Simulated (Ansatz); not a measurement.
# The false plateau in GW convergence: Si3N4 (P6_3/m), part 2 of 2

Can the band sum of G0W0 be converged at a fixed screening cutoff? A test on Si3N4 (P6_3/m).

Ansatz 0.2.0; G0W0 on PBE, plane waves, PAW; PAW set soft_1. Known limits of the many-body steps: not at the basis limit; coarse k mesh.

So far. Step 7 (607 empty bands, screening to 150 eV): The G0W0 gap on the mesh is 6.129 eV.

**8. 1078 empty bands, screening to 220 eV**

Input file input.yaml:

```yaml
crystal:
  lattice:
    - [7.6044, 0.0, 0.0]
    - [-3.8022, 6.5856035805, 0.0]
    - [0.0, 0.0, 2.9063]
  atoms:
    - { symbol: Si, position: [0.768477, 0.174557, 0.25] }
    - { symbol: Si, position: [0.59392, 0.768477, 0.75] }
    - { symbol: Si, position: [0.825443, 0.59392, 0.25] }
    - { symbol: Si, position: [0.231523, 0.825443, 0.75] }
    - { symbol: Si, position: [0.40608, 0.231523, 0.25] }
    - { symbol: Si, position: [0.174557, 0.40608, 0.75] }
    - { symbol: "N", position: [0.0305, 0.33024, 0.25] }
    - { symbol: "N", position: [0.70026, 0.0305, 0.75] }
    - { symbol: "N", position: [0.66976, 0.70026, 0.25] }
    - { symbol: "N", position: [0.9695, 0.66976, 0.75] }
    - { symbol: "N", position: [0.29974, 0.9695, 0.25] }
    - { symbol: "N", position: [0.33024, 0.29974, 0.75] }
    - { symbol: "N", position: [0.6666666667, 0.3333333333, 0.25] }
    - { symbol: "N", position: [0.3333333333, 0.6666666667, 0.75] }
kpoints:
  mp_grid: { grid: [3, 3, 4] }
hamiltonian:
  xc: pbe
  pseudopotentials: { kind: paw, azcp: { folder: soft_1 } }
scf:
  occupations: { method: fixed }
gw:
  n_empty_bands: 1078
  ecut_chi: 220
  qp_bands: [v4, c4]
  qp_kpoints: band_edges
  screening: { model: contour_deformation }
```

Started as:

```console
$ ansatz run input.yaml --threads 3 --pin off --max-ram 92160MiB --backend cuda --events-out ev --progress --plain --runs-dir out --devices 1 --max-vram 13GiB
```

Numbers of over 12 decimals in the logs are rounded to 6 here.

The program printed:

```text
GPUs: using 1 of 1 available (devices: 1).
[...]
GPU FFT provider: cuFFT
GPU libraries: cuBLAS 13.8.2, cuFFT 12.4.0, cuSOLVER 12.3.4
Crystal: 14 atoms, lattice volume = 145.546 Å³
Basis set: ecut = 420 eV, 2823 PW (Γ)
Bands: 46, of which v1, the nominal top of the filled ones, is band 32 counted from 1 (31 counted from 0)
Symmetry: 12 space group operations
[...]
k-points: 9 of 36
[...]
0    36     13.1921    -8.1400    -4.6513   -13.5837  0.8256    13.9888    13.9845  root
[...]
8    33     13.3302    -7.9342    -4.6110   -13.2611  0.8276    14.0495    14.0461  root
     8    34     13.3302    -7.9342    -4.6110   -13.2611  0.8276    14.0495    14.0461  root
     8    35     14.1461    -6.9042    -4.5852   -12.1180  0.8292    14.7773    14.7746  root
     8    36     14.1461    -6.9042    -4.5852   -12.1180  0.8292    14.7773    14.7746  root
[key lines of the parts left out:]
SCF converged after 9 iterations
Free energy (F): -6901.721101 eV
Fermi energy:    8.226900 eV
```

It took 86 s on 1 × NVIDIA H100 80GB HBM3 (shared by 6 runs) with 3 threads of AMD EPYC 7R13 (Zen 3), shared host; peak memory 2.9 GiB.

The G0W0 gap on the mesh is 6.237 eV.

**9. 330 empty bands, screening to 300 eV**

input.yaml, as its differences from that of step 8:

```diff
@@ -28,4 +28,4 @@
 gw:
-  n_empty_bands: 1078
-  ecut_chi: 220
+  n_empty_bands: 330
+  ecut_chi: 300
   qp_bands: [v4, c4]
```

The program printed:

```text
GPUs: using 1 of 1 available (devices: 1).
[...]
GPU FFT provider: cuFFT
GPU libraries: cuBLAS 13.8.2, cuFFT 12.4.0, cuSOLVER 12.3.4
Crystal: 14 atoms, lattice volume = 145.546 Å³
Basis set: ecut = 420 eV, 2823 PW (Γ)
Bands: 46, of which v1, the nominal top of the filled ones, is band 32 counted from 1 (31 counted from 0)
Symmetry: 12 space group operations
[...]
k-points: 9 of 36
[...]
0    36     13.1921    -8.1400    -4.4304   -13.5837  0.8261    14.2125    14.2054  root
[...]
8    33     13.3302    -7.9342    -4.3913   -13.2611  0.8282    14.2718    14.2659  root
     8    34     13.3302    -7.9342    -4.3913   -13.2611  0.8282    14.2718    14.2659  root
     8    35     14.1461    -6.9042    -4.3775   -12.1180  0.8298    14.9872    14.9823  root
     8    36     14.1461    -6.9042    -4.3775   -12.1180  0.8298    14.9872    14.9823  root
[key lines of the parts left out:]
SCF converged after 9 iterations
Free energy (F): -6901.721101 eV
Fermi energy:    8.226900 eV
```

The job ended after 35 s (1 × NVIDIA H100 80GB HBM3 (shared by 6 runs) with 3 threads; peak memory 4 GiB; 56 s of CPU time).

The G0W0 gap on the mesh is 6.080 eV.

**10. The grid**

Start PBE, 3×3×4 mesh. Times are wall times on 1 × NVIDIA H100 80GB HBM3 (shared by 6 runs) with 3 threads of AMD EPYC 7R13 (Zen 3), shared host, good to a factor of about two.

```
cutoff (eV)  plane waves at q = 0  bands summed  gap (eV)  Σc valence (eV)  Σc conduction (eV)   time
         50                   129           148     5.858             3.81               -4.07   11 s
         50                   129           639     5.794             3.51               -4.43   39 s
        100                   341           362     5.982             3.34               -4.41   17 s
        100                   341          1749     6.020             3.16               -4.56  3 min
        150                   611           148     5.953             3.76               -4.03   10 s
        150                   611           639     6.129             3.09               -4.52   31 s
        220                  1081          1110     6.237             2.91               -4.59   86 s
        300                  1737           362     6.080             3.26               -4.40   35 s
```

**11. Results**

```yaml
148_bands_50_ev: 5.858 eV
639_bands_50_ev: 5.794 eV
362_bands_100_ev: 5.982 eV
1749_bands_100_ev: 6.020 eV
148_bands_150_ev: 5.953 eV
639_bands_150_ev: 6.129 eV
1110_bands_220_ev: 6.237 eV
362_bands_300_ev: 6.080 eV
estimated_limit_along_the_diagonal: 6.38 eV
mesh_and_start: 3×3×4, PBE
```

**Reading.** At 50 eV, going from 148 to 639 bands moves the gap by −0.06 eV. At 100 eV, going from 362 to 1749 bands moves the gap by +0.04 eV. At 150 eV, going from 148 to 639 bands moves the gap by +0.18 eV. At 148 bands, raising the cutoff from 50 to 150 eV moves it by +0.10 eV. At 639 bands, raising the cutoff from 50 to 150 eV moves it by +0.34 eV. At 362 bands, raising the cutoff from 100 to 300 eV moves it by +0.10 eV. Along the diagonal, where both rise together, the two highest rungs point to 6.38 eV. The 3×3×4 mesh misses a band edge: on 6×6×6 the PBE gap is 4.32 eV, so these values are not the fundamental gap, which lies some 0.07 eV lower. A low cutoff hides what high bands add, so a band series at one cutoff can look settled before the gap is. The 3×3×4 mesh is coarse for this cell (its supercell is 12 Å along the shortest edge). The RPA ε∞ on it, from the PBE start, is 3.98 and 4.25; such meshes misread the long-range screening, most where the gap is narrow.

[Paths, hosts, dates, memory and timing lines, banners, echoed tables and standing remarks are left out of the program output.]

[Logs are printed without paths, hosts, clocks, repeated set-up lines and the standing remarks that a program may print on its own settings, such as how far it seeks lower states.]

[Runs of the session that timed out or met a known fault of the program may be left out.]

[Cells called generated may have been cut or substituted from an entry of the Crystallography Open Database or the Materials Project.]

[Hosts, paths, dates, database ids (printed as entryN), source tags and the programs' standing remarks are cut or masked in the printed files.]
